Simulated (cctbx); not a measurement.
## ZnGaF5: precision against data quality

Space group C2/c (no. 15), a = 8.7690 Å, b = 6.3810 Å, c = 7.7060 Å, α = 90.00°, β = 117.24°, γ = 90.00°.

| atom | mult. | x | y | z | Ueq (Å²) |
| --- | --- | --- | --- | --- | --- |
| Ga1 | 4 | 0 | 0 | 1/2 | 0.0073 |
| Zn1 | 4 | 1/2 | 0.9795 | 1/4 | 0.0062 |
| F1 | 8 | 0.7425 | 0.5310 | 0.6345 | 0.0079 |
| F2 | 8 | 0.4900 | 0.8006 | 0.5428 | 0.0073 |
| F3 | 4 | 0 | 0.8871 | 3/4 | 0.0073 |

This is a model crystal, built by substitution and not relaxed, with assumed displacement parameters.

Five simulated data sets (cctbx; Ag Kα, λ = 0.56087 Å; 1.5 % proportional error) differ in resolution or exposure (noise floor 8 counts in the first three, 8 in the last two). Each is refined with the right model, isotropic at 1.1 Å and anisotropic otherwise. How do the figures of merit and the uncertainties move?

```csv
d min (Å),top counts,"⟨I/σ⟩ (unmerged, absences included)",unique,param. (scale apart),Rint,R1,GooF,largest s.u. xyz (fractional),s.u. U of F1 (Å²),largest error (Å)
1.1,5000,4.9,142,13,0.031,0.0178,0.95,0.00085,0.0009,0.0103
0.84,5000,4.4,334,34,0.039,0.0206,0.90,0.00056,0.0011,0.0102
0.6,5000,3.1,919,34,0.058,0.0298,0.92,0.00039,0.0007,0.0073
0.75,300,0.7,477,34,0.289,0.0759,0.92,0.00440,0.0047,0.0570
0.75,3000,3.4,477,34,0.052,0.0275,0.92,0.00061,0.0011,0.0098
```

The number of reflections grows roughly as 1/d³: 142, 334 and 919 here. R1 follows the noise rather than the truth: at 300 counts it is 0.0759, at 3000 counts 0.0275, while GooF is 0.92 and 0.92: the weights 1/σ² carry the noise. The s.u. of U (U11 where anisotropic) for F1 goes 0.0009, 0.0011, 0.0007 Å² with resolution and 0.0047, 0.0011 Å² with exposure.

Hardware for the 0.6 Å refinement: 0.5 s on 1 thread of Arm Neoverse N1, on a shared host, peak memory 0.09 GiB.

[Logs are printed without paths, hosts, clocks, repeated set-up lines and the standing remarks that a program may print on its own settings, such as how far it seeks lower states.]
